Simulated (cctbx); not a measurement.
## A disordered crystal of nominal SmHo2Co9

Cell a = 5.0520 Å, b = 5.0520 Å, c = 24.5360 Å, α = 90.00°, β = 90.00°, γ = 120.00°; space group R-3m (no. 166); nominal formula SmHo2Co9.

Simulated single-crystal data (cctbx): Mo Kα, λ = 0.71073 Å, to d = 0.8 Å, 70 % of the full sphere, strongest reflection 70000 counts, noise from counting, a 2 % proportional error and a noise floor of 4 counts (s.d.); no absorption.

With every site full:

```text
Rint 0.017, 171 unique reflections to 0.80 A
cycle     R1     wR2    GooF  max shift (A)
   1  0.1162  0.2669  22.280   0.00158
   2  0.0121  0.0416   3.470   0.00000
final R1 0.0121 wR2 0.0416 GooF 3.470  parameters 16  data/parameter 10.7
atom        x        y        z      Ueq    occ   su(xyz)  su(Uiso or U11)
Ho1    0.00000  0.00000  0.86022   0.0038  1.000  0.00002  0.0002
Sm1    0.00000  0.00000  0.00000   0.0069  1.000  0.00000  0.0003
Co1    0.50453  0.00905  0.91556   0.0053  1.000  0.00017  0.0003
Co2    0.66667  0.33333  0.99907   0.0064  1.000  0.00006  0.0004
Co3    0.66667  0.33333  0.83333   0.0059  1.000  0.00000  0.0006
difference map: max 0.81 min -2.09 rms 0.20
Q1    0.0000  0.0000  0.1497    6    0.82  0.24 A from Ho1
Q2    0.0577  0.5289  0.0975   18    0.61  0.39 A from Co1
Q3    0.0000  0.0000  0.3240    6    0.55  0.25 A from Co2
Q4    0.1095  0.2190  0.9786   18    0.49  1.09 A from Sm1
Q5    0.0791  0.1583  0.3450   18    0.46  0.74 A from Co2
Q6    0.0704  0.1408  0.0779   18    0.39  1.64 A from Ho1
```

With the occupancies of the suspect sites free, each still typed as its main element:

```text
Rint 0.017, 171 unique reflections to 0.80 A
cycle     R1     wR2    GooF  max shift (A)
   1  0.0624  0.1500  12.562   0.00018
  20  0.0056  0.0150   1.256   0.00003
final R1 0.0055 wR2 0.0146 GooF 1.220  parameters 17  data/parameter 10.1
atom        x        y        z      Ueq    occ   su(xyz)  su(Uiso or U11)
Ho1    0.00000  0.00000  0.86020   0.0043  1.000  0.00001  0.0001
Sm1    0.00000  0.00000  0.00000   0.0051  0.954  0.00000  0.0001
Co1    0.50454  0.00909  0.91551   0.0058  1.000  0.00006  0.0001
Co2    0.66667  0.33333  0.99911   0.0070  1.000  0.00002  0.0002
Co3    0.66667  0.33333  0.83333   0.0066  1.000  0.00000  0.0002
su of occupancy Sm1: 0.002
difference map: max 0.33 min -0.58 rms 0.09
Q1    0.0903  0.1807  0.3453   18    0.35  0.84 A from Co2
Q2    0.0771  0.1541  0.0856   18    0.34  1.49 A from Ho1
Q3    0.0747  0.1493  0.6260   18    0.32  1.17 A from Co2
Q4    0.1092  0.2185  0.9780   18    0.29  1.10 A from Sm1
Q5    0.0695  0.5347  0.0522   18    0.25  0.84 A from Co1
Q6    0.0846  0.1692  0.1417   18    0.24  0.74 A from Ho1
```

**Question.** What is the disorder?

X-rays count electrons. Sm1 refines to 0.954(0.002), or 59.1 electrons; the site truly holds 0.94 Sm, 58.3 electrons, which is 0.940 of Sm. A value under 1 can't tell vacancies from a lighter guest, and one over 1 needs a heavier guest; chemistry or a second radiation must settle which. Occupancy correlates with U and the scale, so the match is approximate.

Freeing them takes R1 from 0.0121 to 0.0055 and GooF from 3.47 to 1.22.

The model is made up (kin elements in a known structure type, no relaxation), so it says nothing on whether the phase exists.

[Middle refinement cycles are left out of these outputs.]

[Logs are printed without paths, hosts, clocks, repeated set-up lines and the standing remarks that a program may print on its own settings, such as how far it seeks lower states.]
